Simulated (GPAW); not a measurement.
# Surface energy and work function of K(110) from slabs of 3 to 12 layers (LDA)

How do energy and work function of K(110) films settle with thickness, and what surface energy follows?

How it was computed: GPAW 26.7.0, plane waves at 450 eV with PAW setups; symmetric 1×1 slabs cut at the tabulated lattice constant (two decimals; low-temperature values for the alkali metals), atoms at bulk places, 7.5 Å of vacuum on each side, one in-plane mesh for all thicknesses, Fermi-Dirac smearing of 0.1 eV. Energies are extrapolated to zero smearing and count from the program's reference atoms. Functional LDA. The cell's area is 19.341 Å².

Results, with one row withheld:

```tsv
layers	energy (eV)	work function (eV)
3	−3.7120	2.55
4	−5.0572	2.53
5	−6.3964	2.52
6	−7.7421	2.52
7	−9.0828	2.52
8	−10.4258	2.52
9	−11.7682	2.51
10	−13.1094	2.52
11	−14.4509	2.52
12	?	?
```

To predict: What surface energy do these runs give, and what energy and work function should the 12-layer slab have?

**Working.** A slab of n layers has E(n) = nε + 2Aγ once its middle is bulk-like. A line through n = 6 to 11 has the slope ε = −1.3419 eV a layer and the intercept 2Aγ = 0.3095 eV (r.m.s. residual 0.5 meV). So γ = 0.3095 / (2 × 19.341 Å²) = 0.0080 eV/Å² = 0.13 J/m², with a standard error of under 0.01 J/m² from the scatter about the line. For 12 layers: 0.3095 + 12 × (−1.3419) = −15.793 eV; the run gives −15.793 eV, 0.1 meV under the line. The work function has no such law: from 6 to 11 layers it moves between 2.51 and 2.52 eV (mean 2.52), and the 12-layer slab gives 2.52 eV. The thinnest slab, 3 layers, lies +0.03 eV from that mean.

Caveats: The surfaces are unrelaxed, so γ is an upper bound for this functional and lattice constant. The tabulated lattice constant isn't the functional's own, which strains the slab a little.

[Logs are printed without paths, hosts, clocks, repeated set-up lines and the standing remarks that a program may print on its own settings, such as how far it seeks lower states.]
